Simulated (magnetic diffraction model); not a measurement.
# NaNdCu4: the ordered moment from one line

Space group F-43m (no. 216), a = 7.6860 Å.

| site | atom | x | y | z |
| --- | --- | --- | --- | --- |
| 4a | Nd | 0 | 0 | 0 |
| 16e | Cu | 0.8768 | 0.3768 | 0.8768 |
| 4d | Na | 1/4 | 1/4 | 3/4 |

The compound is invented for this exercise: a known structure type with other elements, its cell scaled to their sizes and not relaxed.

Only Nd is taken to order (form factors of Nd3+); orders and moment sizes are assumed, and not adapted to the symmetry. Radiation: neutrons of λ = 2.0775 Å, 5° to 100°; isotropic B of 0.65 Å² (Nd), 0.74 Å² (Cu) and 1.14 Å² (Na). Simulated constant-wavelength pattern: nuclear and magnetic terms add, the magnetic one as |2.695 fm × Σ f S⊥ exp(2πi Q·r) exp(−B s²)|², summed over all Q at one angle with the factor 1/(sin²θ cos θ). For collinear order S is the moment m, which repeats by lattice and centring translations R with the sign exp(−2πi k·R). Free-ion form factors, Sears's scattering lengths of 1992, no absorption; a label names one of the reflections at its angle. The strongest nuclear line in the range is 100, and lines under 0.2 are left out.

In a first state the assumed order is k = (0 0 0), collinear moments along [110], 2.1 μB on Nd, with this pattern:

```
2θ (°)    index  nuclear  magnetic
 27.07  (1 1 1)     13.0       4.3
 31.36  (2 0 0)      2.8       2.4
 44.95  (2 2 0)     15.6       2.2
 53.26  (3 1 1)    100.0       3.1
 55.83  (2 2 2)     53.6       0.9
 65.45  (4 0 0)     12.2       0.5
 72.19  (3 3 1)      7.8       1.6
 74.37  (4 2 0)      1.3       1.5
 82.92  (4 2 2)     11.6       1.2
 89.22  (5 1 1)     62.4       1.4
 99.73  (4 4 0)     66.5       0.4
```

**Question.** Nearer the ordering temperature the line at 27.07° has total intensity 15.1 on the same scale, and all moments have shrunk alike. How large is the Nd moment?

The nuclear part, 13.0, stays, so the magnetic part is 2.1 against 4.3. It goes as m², so m = 2.1 × √(2.1/4.3) = 1.47 μB; the value used was 1.47 μB.

[Logs are printed without paths, hosts, clocks, repeated set-up lines and the standing remarks that a program may print on its own settings, such as how far it seeks lower states.]
